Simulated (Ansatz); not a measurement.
# The perfect SiC wire along [110], 2 atoms a period, H-terminated

Aim: is the SiC wire along [110], 2 atoms a period, H-terminated a metal or a semiconductor?

Method: DFT PBE, plane waves, PAW; relaxation of a wire's period, in the first sound run; inputs show where later runs differ, in Ansatz 0.2.0.

### Step 1. Set-up

The cell holds 6 atoms: 4 H, 1 Si and 1 C. Its edges and angles: a = 9.390 Å, b = 9.200 Å, c = 3.097 Å, α = 90.0°, β = 90.0°, γ = 90.0°. Vacuum lies along a and b. The structure's axis is c.

### Step 2. Relaxing the period

Band widths follow the bond lengths, so the wire is relaxed first. The atoms and the third cell vector are free; the box across stays fixed as vacuum. A Fermi-Dirac smearing is set since the result may be a metal. The pressure printed is a third of the stress's trace over the whole box, vacuum included; only the stress along the axis is relaxed.

File input.yaml:

```yaml
crystal:
  lattice:
    - [9.39, 0.0, 0.0]
    - [0.0, 9.2, 0.0]
    - [0.0, 0.0, 3.0971277016]
  atoms:
    - { symbol: H, position: [0.362087327, 0.630489125, 0.0] }
    - { symbol: Si, position: [0.452471235, 0.500027171, 0.0] }
    - { symbol: C, position: [0.569084653, 0.500027171, 0.5] }
    - { symbol: H, position: [0.637948583, 0.400627587, 0.5] }
    - { symbol: H, position: [0.637948583, 0.599426755, 0.5] }
    - { symbol: H, position: [0.362087327, 0.369565217, 0.0] }
kpoints:
  mp_grid: { grid: [1, 1, 26] }
scf:
  occupations: { method: fermi_dirac, width: 0.05 }
hamiltonian:
  xc: pbe
relax:
  cell: { fix: [a, b, alpha, beta, gamma] }
  max_steps: 60
```

The run is started by

```sh
$ ansatz run input.yaml --threads 8 --pin off --max-ram 16384MiB --backend cpu --events-out ev --progress --plain --runs-dir out
```

Numbers of over 12 decimals in the logs are rounded to 6 here.

What it wrote:

```text
Engine: ansatz 0.2.0, x86_64-unknown-linux-gnu
Pseudopotentials: kind: paw
Pseudopotential: H, paw, valence charge 1, recommended cutoff 420 eV (normal), H.paw.azcp
Pseudopotential: Si, paw, valence charge 4, recommended cutoff 420 eV (normal), Si.paw.azcp
Pseudopotential: C, paw, valence charge 4, recommended cutoff 420 eV (normal), C.paw.azcp
Functional definition: PBE
  parameter kappa = 0.804
  parameter beta = 0.066725
  exchange = pbe_x(kappa = kappa, mu = beta*pi^2/3)
  correlation = pbe_c(beta = beta)
Crystal: 6 atoms, lattice volume = 267.555 Å³
Basis set: ecut = 420 eV, 5207 PW (Γ), exchange–correlation on 128×128×48 points (8 copies of the dense FFT grid, shifted against one another)
Bands: 12, of which v1, the nominal top of the filled ones, is band 6 counted from 1 (5 counted from 0)
Symmetry: 4 space group operations
Space group: Pmm2 (ITA 25), of the structure as read, at distance tolerance 6.4e-5 Å
k-points: 14 of 26
Non-local potential: H, projectors of the file, l = 0: 2, l = 1: 1
Non-local potential: Si, projectors of the file, l = 0: 2, l = 1: 2, l = 2: 2
Non-local potential: C, projectors of the file, l = 0: 2, l = 1: 2, l = 2: 1
PAW form: soft (Blöchl's): semilocal exchange-correlation on the pseudo side does not see the compensation charge
PAW one-centre angular grid: H, 110 points (default); XC on 64 Gauss nodes
PAW one-centre angular grid: Si, 110 points (default); XC on 64 Gauss nodes
PAW one-centre angular grid: C, 110 points (default); XC on 64 Gauss nodes
Initial density: superposition of atomic densities (neutral atoms: chi_scale 0, normalization atom), corrected by the library's trained network
Initial wavefunctions: pseudopotential atomic-orbital guess
Functional: x = pbe(κ = 0.804, μ = 0.219515), c = pbe(β = 0.066725)
SCF iter   1: F=—  HF=-950.869714 eV  |F-HF|=—  |Δ(HF+E_count)|=         —  Δρ=1.52e-3  dr2=7.18e-3  ethr=1.77e-3  ⟨swp⟩=6.6  Hψ=1385  notcnv=0
preconditioner: auto → Resta (q_TF=auto, 1.626 Å⁻¹)  ε∞=1.5  [insulator: Δε(μ)=4.459 eV  Ē_g=11.277 eV  σ=0.050 eV  W_gap=1.00  n_scr=20 (ndim 8)  ℏωp=7.9 eV  f_vac=0.683  D(μ)=0.00/eV (n_scr^D=0)  ε∞_Penn≈1.5  vacuum switching on, ρ_ref=9.2e-3 e/Å³]
SCF iter   2: F=—  HF=-950.876428 eV  |F-HF|=—  |Δ(HF+E_count)|=   6.71e-3  Δρ=6.27e-4  dr2=1.48e-3  ethr=5.98e-5  ⟨swp⟩=2.6  Hψ=392  notcnv=0  defer=25
SCF iter   3: F=—  HF=-950.879308 eV  |F-HF|=—  |Δ(HF+E_count)|=   2.88e-3  Δρ=1.88e-4  dr2=1.58e-4  ethr=1.23e-5  ⟨swp⟩=2.6  Hψ=267  notcnv=0  defer=25
SCF iter   4: F=—  HF=-950.879492 eV  |F-HF|=—  |Δ(HF+E_count)|=   1.84e-4  Δρ=5.60e-5  dr2=1.05e-5  ethr=1.32e-6  ⟨swp⟩=2.1  Hψ=269  notcnv=0  defer=25
SCF iter   5: F=—  HF=-950.879540 eV  |F-HF|=—  |Δ(HF+E_count)|=   4.78e-5  Δρ=1.44e-5  dr2=8.87e-7  ethr=8.78e-8  ⟨swp⟩=2.3  Hψ=254  notcnv=0  defer=25
SCF iter   6: F=—  HF=-950.879540 eV  |F-HF|=—  |Δ(HF+E_count)|=   2.31e-7  Δρ=7.23e-6  dr2=1.69e-7  ethr=8.33e-10  ⟨swp⟩=5.7  Hψ=554  notcnv=0
SCF iter   7: F=-950.879539 eV  HF=-950.879539 eV  |F-HF|=6.16e-10  |Δ(HF+E_count)|=   3.33e-8  Δρ=1.69e-6  dr2=8.03e-9  ethr=8.33e-10  ⟨swp⟩=5.0  Hψ=505  notcnv=0
SCF 1 converged in 7 iterations: F = -950.879539 eV  dr2 = 8.03e-9
  greatest PAW one-centre occupation: 0.643 electrons in one spin orbital (limit 2), on the C atom at site 2 (counted from 0), in its partial waves of l = 0
relax step   1: F+E_penalty+E_count = -950.87953949 eV  Δ(F+E_penalty+E_count) = +0.000e0 eV  max|allowed force component| = 1.416e0 eV/Å  Δτ_max = 0.0000 Å  P = -0.026 GPa  Ω = 267.555 Å³  fix = [a, b, alpha, beta, gamma]  reactions: a -0.402, b -0.076 GPa  (7 SCF iters, dr2 threshold 1.00e-7 eV, accepted)
Crystal: 6 atoms, lattice volume = 273.412 Å³
Basis set: ecut = 420 eV, 5379 PW (Γ), exchange–correlation on 128×128×48 points (8 copies of the dense FFT grid, shifted against one another)
Initial density: handed on by an earlier stage of this run
Initial wavefunctions: those handed on with the density
iter 1 solved again at ethr=1.29e-4 eV; its pass at ethr=3.10e-3 eV (dr2=1.55e-2 eV) is discarded
SCF iter   1: F=—  HF=-950.936927 eV  |F-HF|=—  |Δ(HF+E_count)|=         —  Δρ=2.69e-3  dr2=1.70e-2  ethr=1.29e-4  ⟨swp⟩=1.0  Hψ=1344  notcnv=0
preconditioner: auto → Resta (q_TF=auto, 1.620 Å⁻¹)  ε∞=1.5  [insulator: Δε(μ)=5.030 eV  Ē_g=11.313 eV  σ=0.050 eV  W_gap=1.00  n_scr=20 (ndim 8)  ℏωp=7.8 eV  f_vac=0.692  D(μ)=0.00/eV (n_scr^D=0)  ε∞_Penn≈1.5  vacuum switching on, ρ_ref=9.3e-3 e/Å³]
SCF iter   2: F=—  HF=-950.932920 eV  |F-HF|=—  |Δ(HF+E_count)|=   4.01e-3  Δρ=1.15e-3  dr2=2.64e-3  ethr=1.29e-4  ⟨swp⟩=2.2  Hψ=263  notcnv=0
SCF iter   3: F=—  HF=-950.932733 eV  |F-HF|=—  |Δ(HF+E_count)|=   1.86e-4  Δρ=3.45e-4  dr2=2.37e-4  ethr=2.20e-5  ⟨swp⟩=2.2  Hψ=261  notcnv=0
SCF iter   4: F=—  HF=-950.932757 eV  |F-HF|=—  |Δ(HF+E_count)|=   2.33e-5  Δρ=8.32e-5  dr2=2.13e-5  ethr=1.97e-6  ⟨swp⟩=2.0  Hψ=247  notcnv=0
SCF iter   5: F=—  HF=-950.932755 eV  |F-HF|=—  |Δ(HF+E_count)|=   1.35e-6  Δρ=2.56e-5  dr2=1.16e-6  ethr=1.77e-7  ⟨swp⟩=2.6  Hψ=232  notcnv=0
SCF iter   6: F=-950.932756 eV  HF=-950.932756 eV  |F-HF|=2.31e-8  |Δ(HF+E_count)|=   5.74e-7  Δρ=4.53e-6  dr2=4.04e-8  ethr=5.00e-9  ⟨swp⟩=4.9  Hψ=538  notcnv=0
SCF 2 converged in 6 iterations: F = -950.932756 eV  dr2 = 4.04e-8
  greatest PAW one-centre occupation: 0.647 electrons in one spin orbital (limit 2), on the C atom at site 2 (counted from 0), in its partial waves of l = 0
relax step   2: F+E_penalty+E_count = -950.93275598 eV  Δ(F+E_penalty+E_count) = -5.322e-2 eV  max|allowed force component| = 1.635e-1 eV/Å  Δτ_max = 0.0416 Å  P = -0.011 GPa  Ω = 273.412 Å³  energy of the carried Pulay correction = -1.907e-3 eV  fix = [a, b, alpha, beta, gamma]  reactions: a +0.048, b +0.056 GPa  (6 SCF iters, dr2 threshold 6.00e-7 eV, accepted)
Crystal: 6 atoms, lattice volume = 272.907 Å³
Basis set: ecut = 420 eV, 5343 PW (Γ), exchange–correlation on 128×128×48 points (8 copies of the dense FFT grid, shifted against one another)
iter 1 solved again at ethr=1.25e-5 eV; its pass at ethr=3.10e-3 eV (dr2=1.50e-3 eV) is discarded
SCF iter   1: F=—  HF=-950.936044 eV  |F-HF|=—  |Δ(HF+E_count)|=         —  Δρ=7.86e-4  dr2=1.64e-3  ethr=1.25e-5  ⟨swp⟩=1.6  Hψ=1213  notcnv=0
preconditioner: auto → Resta (q_TF=auto, 1.621 Å⁻¹)  ε∞=1.5  [insulator: Δε(μ)=5.094 eV  Ē_g=11.343 eV  σ=0.050 eV  W_gap=1.00  n_scr=20 (ndim 8)  ℏωp=7.8 eV  f_vac=0.685  D(μ)=0.00/eV (n_scr^D=0)  ε∞_Penn≈1.5  vacuum switching on, ρ_ref=9.3e-3 e/Å³]
SCF iter   2: F=—  HF=-950.935610 eV  |F-HF|=—  |Δ(HF+E_count)|=   4.35e-4  Δρ=3.12e-4  dr2=1.50e-4  ethr=1.25e-5  ⟨swp⟩=2.4  Hψ=255  notcnv=0
SCF iter   3: F=—  HF=-950.935626 eV  |F-HF|=—  |Δ(HF+E_count)|=   1.64e-5  Δρ=1.33e-4  dr2=2.33e-5  ethr=1.25e-6  ⟨swp⟩=2.7  Hψ=251  notcnv=0
SCF iter   4: F=—  HF=-950.935627 eV  |F-HF|=—  |Δ(HF+E_count)|=   1.19e-6  Δρ=2.19e-5  dr2=7.52e-7  ethr=1.94e-7  ⟨swp⟩=2.1  Hψ=252  notcnv=0
SCF iter   5: F=-950.935627 eV  HF=-950.935627 eV  |F-HF|=1.17e-8  |Δ(HF+E_count)|=   1.08e-7  Δρ=4.58e-6  dr2=4.22e-8  ethr=5.00e-9  ⟨swp⟩=4.9  Hψ=511  notcnv=0
SCF 3 converged in 5 iterations: F = -950.935627 eV  dr2 = 4.22e-8
relax step   3: F+E_penalty+E_count = -950.93562748 eV  Δ(F+E_penalty+E_count) = -2.871e-3 eV  max|allowed force component| = 4.302e-2 eV/Å  Δτ_max = 0.0105 Å  P = -0.032 GPa  Ω = 272.907 Å³  energy of the carried Pulay correction = -1.744e-3 eV  fix = [a, b, alpha, beta, gamma]  reactions: a -0.028, b +0.001 GPa  (5 SCF iters, dr2 threshold 6.00e-7 eV, accepted)
[...]
relax step   4: F+E_penalty+E_count = -950.93579109 eV  Δ(F+E_penalty+E_count) = -1.636e-4 eV  max|allowed force component| = 1.914e-2 eV/Å  Δτ_max = 0.0013 Å  P = -0.017 GPa  Ω = 272.677 Å³  energy of the carried Pulay correction = -1.670e-3 eV  fix = [a, b, alpha, beta, gamma]  reactions: a -0.027, b +0.007 GPa  (4 SCF iters, dr2 threshold 1.16e-7 eV, accepted)
[...]
relax step   5: F+E_penalty+E_count = -950.93583646 eV  Δ(F+E_penalty+E_count) = -4.537e-5 eV  max|allowed force component| = 2.904e-2 eV/Å  Δτ_max = 0.0011 Å  P = -0.000 GPa  Ω = 272.555 Å³  energy of the carried Pulay correction = -1.631e-3 eV  fix = [a, b, alpha, beta, gamma]  reactions: a -0.010, b +0.004 GPa  (5 SCF iters, dr2 threshold 2.29e-8 eV, accepted)
[...]
relax step   6: F+E_penalty+E_count = -950.93585785 eV  Δ(F+E_penalty+E_count) = -2.139e-5 eV  max|allowed force component| = 1.080e-3 eV/Å  Δτ_max = 0.0007 Å  P = -0.004 GPa  Ω = 272.530 Å³  energy of the carried Pulay correction = -1.623e-3 eV  fix = [a, b, alpha, beta, gamma]  reactions: a -0.017, b +0.007 GPa  (4 SCF iters, dr2 threshold 5.27e-8 eV, accepted)
Initial wavefunctions: pseudopotential atomic-orbital guess (no wavefunctions were taken with the density)
iter 1 solved again at ethr=1.62e-6 eV; its pass at ethr=3.10e-3 eV (dr2=1.95e-4 eV) is discarded
SCF iter   1: F=—  HF=-950.936395 eV  |F-HF|=—  |Δ(HF+E_count)|=         —  Δρ=8.46e-5  dr2=1.04e-6  ethr=1.62e-6  ⟨swp⟩=3.1  Hψ=1821  notcnv=0
eigensolver tolerance schedule: the retry pair's looser diagonalisation over-reported the residual by 186.04 of it (diagonalisation noise at 0.11 of the residual, at the tolerance the schedule requests for it); recorded, not acted on — ethr = c·dr2/N_el stays at c = 1.0e-1
preconditioner: auto → Resta (q_TF=auto, 1.621 Å⁻¹)  ε∞=1.5  [insulator: Δε(μ)=5.080 eV  Ē_g=11.348 eV  σ=0.050 eV  W_gap=1.00  n_scr=20 (ndim 8)  ℏωp=7.8 eV  f_vac=0.685  D(μ)=0.00/eV (n_scr^D=0)  ε∞_Penn≈1.5  vacuum switching on, ρ_ref=9.3e-3 e/Å³]
SCF iter   2: F=—  HF=-950.937374 eV  |F-HF|=—  |Δ(HF+E_count)|=   9.80e-4  Δρ=4.25e-5  dr2=2.49e-7  ethr=8.67e-9  ⟨swp⟩=2.4  Hψ=270  notcnv=0
SCF iter   3: F=—  HF=-950.937857 eV  |F-HF|=—  |Δ(HF+E_count)|=   4.82e-4  Δρ=7.03e-6  dr2=4.96e-8  ethr=2.07e-9  ⟨swp⟩=2.4  Hψ=291  notcnv=0
SCF iter   4: F=—  HF=-950.937874 eV  |F-HF|=—  |Δ(HF+E_count)|=   1.77e-5  Δρ=1.20e-6  dr2=2.44e-9  ethr=4.13e-10  ⟨swp⟩=2.3  Hψ=256  notcnv=0
SCF iter   5: F=—  HF=-950.937875 eV  |F-HF|=—  |Δ(HF+E_count)|=   1.03e-6  Δρ=1.93e-7  dr2=7.93e-11  ethr=2.03e-11  ⟨swp⟩=2.4  Hψ=251  notcnv=0
SCF iter   6: F=-950.937875 eV  HF=-950.937875 eV  |F-HF|=6.24e-10  |Δ(HF+E_count)|=  9.71e-10  Δρ=5.26e-8  dr2=5.74e-12  ethr=1.00e-12  ⟨swp⟩=5.1  Hψ=517  notcnv=0
SCF 7 converged in 6 iterations: F = -950.937875 eV  dr2 = 5.74e-12
relax step   7: F+E_penalty+E_count = -950.93787548 eV  Δ(F+E_penalty+E_count) = -2.018e-3 eV  max|allowed force component| = 2.174e-3 eV/Å  Δτ_max = 0.0000 Å  P = +0.005 GPa  Ω = 272.530 Å³  fix = [a, b, alpha, beta, gamma]  reactions: a -0.012, b +0.007 GPa  stress off target by 2.01e-2 GPa on what of the cell is left free  SCF on the basis re-selected at this cell (its energy is not comparable with the rows above)  (6 SCF iters)
basis re-selected at this cell: Δ(F+E_penalty+E_count) = -2.018e-3 eV, ΔP = +0.009 GPa vs the last step (what re-selecting the basis moved, of the pressure what is left beyond the Pulay correction that the steps carried, after the strain that the cell walked since its last selection, with what the two solves' SCF thresholds leave and, on support functions, any second-order correction that the steps lacked; it is no m [...]
SCF converged after 6 iterations
Free energy (F): -950.937875 eV
Harris-Foulkes:  -950.937875 eV  (|F-HF|=6.24e-10)
Internal energy: -950.937875 eV  (E = F + TS)
E sigma→0 (E₀):  -950.937875 eV
Fermi energy:    -2.425783 eV
--- Per-component energies (eV) ---
  E_band       = -110.667661
  E_kinetic    = 186.899773
  E_local      = -1114.459005  (includes V_loc(G=0)·N_el)
  E_nonlocal   = 59.157533
  E_hartree    = 461.335418
  E_xc         = -139.435765
  E_vxc        = -152.783379  (∫ρ·V_xc dr)
  E_paw        = -614.488838  (= ΣΔE_a)
  E_vpaw       = -12.148235  (= ΣTr[D̂ρ^β])
  E_aug_tail   = -0.005184  (compensation charges beyond the density's cutoff)
  E_ewald      = 210.058192
  E_smearing   = -0.000000  (= −TS)
  E_closure    = 0.000000  (closes the sum)
  Σ components = -950.937875   (vs F -950.937875, Δ=0.00e0)
--- Forces (eV/Å), atoms counted from 1 ---
  atom   1  H      0.00005800    -0.00034842    -0.00000000
  atom   2  Si    -0.00014769     0.00000000     0.00000000
  atom   3  C      0.00217451    -0.00000000    -0.00000000
  atom   4  H     -0.00107107     0.00059410     0.00000000
  atom   5  H     -0.00107107    -0.00059410     0.00000000
  atom   6  H      0.00005800     0.00034842    -0.00000000
  max |Σ_I F_I| component: 6.98e-7 eV/Å
--- Stress (GPa, compression-positive) ---
       -0.012191      -0.000000      -0.000000
       -0.000000       0.006799      -0.000000
       -0.000000      -0.000000       0.020051
  P = ⅓ Tr σ = 0.0049 GPa (0.049 kbar)
--- Relaxed structure (6 steps of the walk, 6 accepted, 1 SCFs on fresh bases) ---
  F+E_penalty+E_count = -950.93787548 eV   max|allowed force component| = 2.174e-3 eV/Å   (the final SCF, on the basis selected at the relaxed cell)
  cell:  # Å, volume = 272.5300 Å³
    - [9.39, 0, 0]
    - [0, 9.2, 0]
    - [0, 0, 3.154721]
  atoms:
    - { symbol: H, position: [0.362525, 0.631398, 0] }
    - { symbol: Si, position: [0.456773, 0.500027171, -7.240122168456558e-19] }
    - { symbol: C, position: [0.566705, 0.500027171, 0.5] }
    - { symbol: H, position: [0.636550, 0.403786, 0.5] }
    - { symbol: H, position: [0.636550, 0.596268, 0.5] }
    - { symbol: H, position: [0.362525, 0.368656, 0] }
```

Run time: 10 s. Hardware: 8 threads of Intel Xeon Platinum 8488C (Sapphire Rapids), shared host; peak memory 0.61 GiB.

Relaxation path:

```
step  energy less that of the first step (eV)  largest force component (eV/Å)  pressure (GPa)  volume (Å³)
   1                                   0.0000                          1.4161           -0.03       267.55
   2                                  -0.0532                          0.1635           -0.01       273.41
   3                                  -0.0561                          0.0430           -0.03       272.91
   4                                  -0.0563                          0.0191           -0.02       272.68
   5                                  -0.0563                          0.0290            0.00       272.55
   6                                  -0.0563                          0.0011            0.00       272.53
  7*                                  -0.0583                          0.0022            0.00       272.53
```

Relaxation steps marked * repeat the geometry before them on a plane-wave basis chosen anew for their cell, so energy and pressure can jump there.

Forces are held to the 4 operations that the run works with; a distortion that breaks them can't arise in this run.

```
cell as run  before  after  change
      c (Å)   3.097  3.155  +1.9 %
```

The atoms that moved most (Å, along periodic axes as changes of fractional coordinates times the final cell, across vacuum about the mean position):

```
atom      dx      dy     dz  length
 Si2   0.040   0.000  0.000   0.040
  H4  -0.013   0.029  0.000   0.032
  H5  -0.013  -0.029  0.000   0.032
  C3  -0.022   0.000  0.000   0.022
  H6   0.004  -0.008  0.000   0.009
  H1   0.004   0.008  0.000   0.009
```

Final coordinates:

```xyz
6
Lattice="9.3900 0.0000 0.0000 0.0000 9.2000 0.0000 0.0000 0.0000 3.1547" Properties=species:S:1:pos:R:3
H     3.4041    5.8089    0.0000
Si    4.2891    4.6002    0.0000
C     5.3214    4.6002    1.5774
H     5.9772    3.7148    1.5774
H     5.9772    5.4857    1.5774
H     3.4041    3.3916    0.0000
```

This step gave:

```yaml
cell_length_along_the_wire: 3.155 Å
```

The cell's length comes to 3.155 Å with spin left out.

[end of part 1 of 3]

[Logs are printed without paths, hosts, clocks, repeated set-up lines and the standing remarks that a program may print on its own settings, such as how far it seeks lower states.]

[Hosts, paths, dates, database ids (printed as entryN), source tags and the programs' standing remarks are cut or masked in the printed files.]
